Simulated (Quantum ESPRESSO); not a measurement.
# Fe2O3 (Hematite): spin-resolved density of states

Aim: the densities of states of Fe2O3 (Hematite) in the lowest state of several starts.

Main program and level: Quantum ESPRESSO 7.5; PBEsol with U = 4.5 eV on Fe d (ortho-atomic projectors); plane waves with GBRV 1.5 PBEsol potentials, no spin-orbit coupling.

## (1) The starting structure

Symmetry: R-3c, No. 167, trigonal system. Conventional cell: a = 5.038 Å, b = 5.038 Å, c = 13.772 Å, α = 90.00°, β = 90.00°, γ = 120.00°. Nearest to Fe lie 6 O at 1.95 to 2.12 Å. O has 4 Fe at 1.95 to 2.12 Å nearest. Farther neighbours and most contacts between anions are not listed.

As a file:

```cif
data_structure
_symmetry_space_group_name_H-M 'P 1'
_symmetry_Int_Tables_number 1
_cell_length_a 5.4346
_cell_length_b 5.4346
_cell_length_c 5.4346
_cell_angle_alpha 55.228
_cell_angle_beta 55.228
_cell_angle_gamma 55.228
_cell_volume 100.91
loop_
_atom_site_label
_atom_site_type_symbol
_atom_site_fract_x
_atom_site_fract_y
_atom_site_fract_z
_atom_site_occupancy
Fe1 Fe 0.35530 0.35530 0.35530 1
Fe2 Fe 0.14470 0.14470 0.14470 1
Fe3 Fe 0.64470 0.64470 0.64470 1
Fe4 Fe 0.85530 0.85530 0.85530 1
O5 O 0.55590 0.94410 0.25000 1
O6 O 0.25000 0.55590 0.94410 1
O7 O 0.94410 0.25000 0.55590 1
O8 O 0.44410 0.05590 0.75000 1
O9 O 0.75000 0.44410 0.05590 1
O10 O 0.05590 0.75000 0.44410 1
```

The cell comes from the Crystallography Open Database.

## (2) The magnetic state

This state came out lowest in a comparison of starts that is told elsewhere.

pw.in

```
&CONTROL
  calculation = 'scf'
  prefix = 'pwscf'
  outdir = './tmp'
  pseudo_dir = './pseudo'
  disk_io = 'low'
/
&SYSTEM
  ibrav = 0
  celldm(1) = 8
  nat = 10
  ntyp = 3
  ecutwfc = 40
  ecutrho = 280
  nbnd = 68
  occupations = 'smearing'
  smearing = 'fd'
  degauss = 0.00367493
  nspin = 2
  starting_magnetization(1) = 0.25
  starting_magnetization(2) = -0.25
  starting_magnetization(3) = 0
/
&ELECTRONS
  conv_thr = 2d-08
  electron_maxstep = 150
  mixing_beta = 0.3
/
ATOMIC_SPECIES
Fe1    55.8450 fe_pbesol_v1.5.uspp.F.UPF
Fe2    55.8450 fe_pbesol_v1.5.uspp.F.UPF
O      15.9990 o_pbesol_v1.2.uspp.F.UPF
CELL_PARAMETERS alat
   0.5950275134915    0.3435392950923    1.0843878411890
  -0.5950275134915    0.3435392950923    1.0843878411890
   0.0000000000000   -0.6870785901845    1.0843878411890
ATOMIC_POSITIONS crystal
Fe1     0.3553000000    0.3553000000    0.3553000000
Fe2     0.1447000000    0.1447000000    0.1447000000
Fe1     0.6447000000    0.6447000000    0.6447000000
Fe2     0.8553000000    0.8553000000    0.8553000000
O       0.5559000000    0.9441000000    0.2500000000
O       0.2500000000    0.5559000000    0.9441000000
O       0.9441000000    0.2500000000    0.5559000000
O       0.4441000000    0.0559000000    0.7500000000
O       0.7500000000    0.4441000000    0.0559000000
O       0.0559000000    0.7500000000    0.4441000000
K_POINTS automatic
6 6 6 0 0 0
HUBBARD {ortho-atomic}
U Fe1-3d 4.5000
U Fe2-3d 4.5000
```

Started as:

```console
$ OMP_NUM_THREADS=1 mpirun -n 4 pw.x -nk 4 -in pw.in > pw.out
```

What it wrote:

```text
Program PWSCF v.7.5 starts

     Message from routine setup:
     using ibrav=0 with symmetry is DISCOURAGED, use correct ibrav instead

     K-points division:     npool     =       4
     Subspace diagonalization in iterative solution of the eigenvalue problem:

     bravais-lattice index     =            0
     lattice parameter (alat)  =       8.0000  a.u.
     unit-cell volume          =     680.9564 (a.u.)^3
     number of atoms/cell      =           10
     number of atomic types    =            3
     number of electrons       =       100.00
     number of Kohn-Sham states=           68
     kinetic-energy cutoff     =      40.0000  Ry
     charge density cutoff     =     280.0000  Ry
     scf convergence threshold =      2.0E-08
     mixing beta               =       0.3000
     number of iterations used =            8  plain     mixing
     Exchange-correlation= SLA  PW   PSX  PSC
                           (   1   4  10   8   0   0   0)
     Hubbard projectors: ortho-atomic
     Hubbard parameters of DFT+U (Dudarev formulation) in eV:
     U(Fe1-3d) =  4.5000
     U(Fe2-3d) =  4.5000

     Internal variables: lda_plus_u =T, lda_plus_u_kind = 0

     Internal variables: orbital_resolved =F, hub_pot_fix =F, apply_U = F

     celldm(1)=   8.000000  celldm(2)=   0.000000  celldm(3)=   0.000000
     celldm(4)=   0.000000  celldm(5)=   0.000000  celldm(6)=   0.000000

     crystal axes: (cart. coord. in units of alat)
               a(1) = (   0.595028   0.343539   1.084388 )
               a(2) = (  -0.595028   0.343539   1.084388 )
               a(3) = (   0.000000  -0.687079   1.084388 )

     reciprocal axes: (cart. coord. in units 2 pi/alat)
               b(1) = (  0.840297  0.485146  0.307393 )
               b(2) = ( -0.840297  0.485146  0.307393 )
               b(3) = (  0.000000 -0.970292  0.307393 )

     PseudoPot. # 1 for Fe read from file:
     fe_pbesol_v1.5.uspp.F.UPF
     Pseudo is Ultrasoft + core correction, Zval = 16.0

     PseudoPot. # 2 for Fe read from file:
     fe_pbesol_v1.5.uspp.F.UPF
     Pseudo is Ultrasoft + core correction, Zval = 16.0

     PseudoPot. # 3 for O  read from file:
     o_pbesol_v1.2.uspp.F.UPF
     Pseudo is Ultrasoft + core correction, Zval =  6.0

     atomic species   valence    mass     pseudopotential
     Fe1              16.00    55.84500     Fe( 1.00)
     Fe2              16.00    55.84500     Fe( 1.00)
     O                 6.00    15.99900     O ( 1.00)

     Starting magnetic structure
     atomic species   magnetization
     Fe1             0.250
     Fe2            -0.250
     O               0.000

      6 Sym. Ops., with inversion, found

   Cartesian axes

     site n.     atom                  positions (alat units)
         1        Fe1    tau(   1) = (   0.0000000   0.0000000   1.1558490  )
         2        Fe2    tau(   2) = (   0.0000000   0.0000000   0.4707328  )
         3        Fe1    tau(   3) = (  -0.0000000   0.0000000   2.0973145  )
         4        Fe2    tau(   4) = (  -0.0000000   0.0000000   2.7824308  )
         5        O      tau(   5) = (  -0.2309897   0.3435393   1.8976787  )
         6        O      tau(   6) = (  -0.1820189  -0.3718126   1.8976787  )
         7        O      tau(   7) = (   0.4130086   0.0282733   1.8976787  )
         8        O      tau(   8) = (   0.2309897  -0.3435393   1.3554848  )
         9        O      tau(   9) = (   0.1820189   0.3718126   1.3554848  )
        10        O      tau(  10) = (  -0.4130086  -0.0282733   1.3554848  )

     number of k points=    40  Fermi-Dirac smearing, width (Ry)=  0.0037
                       cart. coord. in units 2pi/alat
        k(    1) = (   0.0000000   0.0000000   0.0000000), wk =   0.0046296
        k(    2) = (   0.0000000  -0.1617153   0.0512322), wk =   0.0277778
        k(    3) = (   0.0000000  -0.3234306   0.1024644), wk =   0.0277778
        k(    4) = (   0.0000000   0.4851459  -0.1536965), wk =   0.0138889
        k(    5) = (  -0.1400495  -0.0808576   0.1024644), wk =   0.0277778
        [... 35 further k-points ...]

     Dense  grid:    53915 G-vectors     FFT dimensions: (  60,  60,  60)

     Smooth grid:    23225 G-vectors     FFT dimensions: (  45,  45,  45)

     Check: negative core charge=   -0.000040
     Generating pointlists ...
     new r_m :   0.1896 (alat units)  1.5167 (a.u.) for type    1
     new r_m :   0.1896 (alat units)  1.5167 (a.u.) for type    2
     new r_m :   0.1896 (alat units)  1.5167 (a.u.) for type    3

     Initial potential from superposition of free atoms

     starting charge      96.0000, renormalised to     100.0000

     STARTING HUBBARD OCCUPATIONS:

     =================== HUBBARD OCCUPATIONS ===================
     ------------------------ ATOM    1 ------------------------
     Tr[ns(  1)] (up, down, total) =   5.00000  0.00000  5.00000
     Atomic magnetic moment for atom   1 =   5.00000
     [... lines left out ...]
     ------------------------ ATOM    2 ------------------------
     Tr[ns(  2)] (up, down, total) =   0.00000  5.00000  5.00000
     Atomic magnetic moment for atom   2 =  -5.00000
     [... lines left out ...]
     ------------------------ ATOM    3 ------------------------
     Tr[ns(  3)] (up, down, total) =   5.00000  0.00000  5.00000
     Atomic magnetic moment for atom   3 =   5.00000
     [... lines left out ...]
     ------------------------ ATOM    4 ------------------------
     Tr[ns(  4)] (up, down, total) =   0.00000  5.00000  5.00000
     Atomic magnetic moment for atom   4 =  -5.00000
     [... lines left out ...]
     Number of occupied Hubbard levels =   20.0000

     Atomic wfc used for Hubbard projectors are orthogonalized

     Starting wfcs are   76 randomized atomic wfcs

     Self-consistent Calculation

     iteration #  1     ecut=    40.00 Ry     beta= 0.30
     Davidson diagonalization with overlap
     ethr =  1.00E-02,  avg # of iterations =  2.8

     =================== HUBBARD OCCUPATIONS ===================
     ------------------------ ATOM    1 ------------------------
     Tr[ns(  1)] (up, down, total) =   4.90668  0.28341  5.19010
     Atomic magnetic moment for atom   1 =   4.62327
     [... lines left out ...]
     ------------------------ ATOM    2 ------------------------
     Tr[ns(  2)] (up, down, total) =   0.28340  4.90666  5.19007
     Atomic magnetic moment for atom   2 =  -4.62326
     [... lines left out ...]
     ------------------------ ATOM    3 ------------------------
     Tr[ns(  3)] (up, down, total) =   4.90668  0.28341  5.19010
     Atomic magnetic moment for atom   3 =   4.62327
     [... lines left out ...]
     ------------------------ ATOM    4 ------------------------
     Tr[ns(  4)] (up, down, total) =   0.28340  4.90666  5.19007
     Atomic magnetic moment for atom   4 =  -4.62326
     [... lines left out ...]
     Number of occupied Hubbard levels =   20.7603

     total energy              =   -1192.93412929 Ry
     estimated scf accuracy    <       3.87031510 Ry

     total magnetization       =     0.00 Bohr mag/cell
     absolute magnetization    =    18.66 Bohr mag/cell

     iteration #  2     ecut=    40.00 Ry     beta= 0.30
     Davidson diagonalization with overlap
     ethr =  3.87E-03,  avg # of iterations =  2.0

     total energy              =   -1193.66309994 Ry
     estimated scf accuracy    <       0.27889127 Ry

     total magnetization       =    -0.00 Bohr mag/cell
     absolute magnetization    =    16.84 Bohr mag/cell

     [... further iterations left out ...]

     iteration # 11     ecut=    40.00 Ry     beta= 0.30
     Davidson diagonalization with overlap
     ethr =  8.30E-10,  avg # of iterations =  2.0

     total energy              =   -1193.72620362 Ry
     estimated scf accuracy    <       0.00000004 Ry

     total magnetization       =     0.00 Bohr mag/cell
     absolute magnetization    =    17.25 Bohr mag/cell

     iteration # 12     ecut=    40.00 Ry     beta= 0.30
     Davidson diagonalization with overlap
     ethr =  3.86E-11,  avg # of iterations =  2.0

     Magnetic moment per site  (integrated on atomic sphere of radius R)
     atom   1 (R=0.190)  charge= 12.8686  magn=  3.8522
     atom   2 (R=0.190)  charge= 12.8686  magn= -3.8522
     atom   3 (R=0.190)  charge= 12.8686  magn=  3.8522
     atom   4 (R=0.190)  charge= 12.8686  magn= -3.8522
     atom   5 (R=0.190)  charge=  5.3798  magn= -0.0000
     atom   6 (R=0.190)  charge=  5.3798  magn= -0.0000
     atom   7 (R=0.190)  charge=  5.3798  magn= -0.0000
     atom   8 (R=0.190)  charge=  5.3798  magn= -0.0000
     atom   9 (R=0.190)  charge=  5.3798  magn= -0.0000
     atom  10 (R=0.190)  charge=  5.3798  magn= -0.0000

     End of self-consistent calculation

     =================== HUBBARD OCCUPATIONS ===================
     ------------------------ ATOM    1 ------------------------
     Tr[ns(  1)] (up, down, total) =   4.96022  0.76576  5.72598
     Atomic magnetic moment for atom   1 =   4.19445
     [... lines left out ...]
     ------------------------ ATOM    2 ------------------------
     Tr[ns(  2)] (up, down, total) =   0.76577  4.96022  5.72599
     Atomic magnetic moment for atom   2 =  -4.19445
     [... lines left out ...]
     ------------------------ ATOM    3 ------------------------
     Tr[ns(  3)] (up, down, total) =   4.96022  0.76576  5.72598
     Atomic magnetic moment for atom   3 =   4.19445
     [... lines left out ...]
     ------------------------ ATOM    4 ------------------------
     Tr[ns(  4)] (up, down, total) =   0.76577  4.96022  5.72599
     Atomic magnetic moment for atom   4 =  -4.19445
     [... lines left out ...]
     Number of occupied Hubbard levels =   22.9039

     [... lines left out ...]
     the Fermi energy is    11.5702 ev

!    total energy              =   -1193.72620373 Ry
     estimated scf accuracy    <       0.00000001 Ry
     smearing contrib. (-TS)   =      -0.00000000 Ry
     internal energy E=F+TS    =   -1193.72620373 Ry

     The total energy is F=E-TS. E is the sum of the following terms:
     one-electron contribution =    -642.38379316 Ry
     hartree contribution      =     368.70321929 Ry
     xc contribution           =    -159.01721226 Ry
     ewald contribution        =    -761.46415663 Ry
     Hubbard energy            =       0.43573903 Ry

     total magnetization       =     0.00 Bohr mag/cell
     absolute magnetization    =    17.25 Bohr mag/cell

     convergence has been achieved in  12 iterations

=------------------------------------------------------------------------------=
   JOB DONE.
=------------------------------------------------------------------------------=
```

Run time: 2.4 min. Hardware: 4 MPI ranks of Arm Neoverse V1, shared host; peak memory 0.9 GiB.

Spin moment in the atom's sphere by atom:

```csv
atom,spin moment in the atom's sphere (μB)
Fe1,3.85
Fe2,-3.85
Fe3,3.85
Fe4,-3.85
O5,0.00
O6,0.00
O7,0.00
O8,0.00
O9,0.00
O10,0.00
```

Numbers from this step:

- smearing term TS: 7.10e-11 eV
- magnetization: 0 μB
- absolute magnetization: 17.25 μB
- final state: antiferromagnetic

(Continued in part 2 of 2.)

[Logs and program files are shortened in this print: banners, set-up blocks, solver, clock and traceback lines can be left out without a mark of their own.]

[Logs are printed without paths, hosts, clocks, repeated set-up lines and the standing remarks that a program may print on its own settings, such as how far it seeks lower states.]

[Hosts, paths, dates, database ids (printed as entryN), source tags and the programs' standing remarks are cut or masked in the printed files.]

[Where a cell is said to come from a database of computed structures, the database is the Materials Project.]
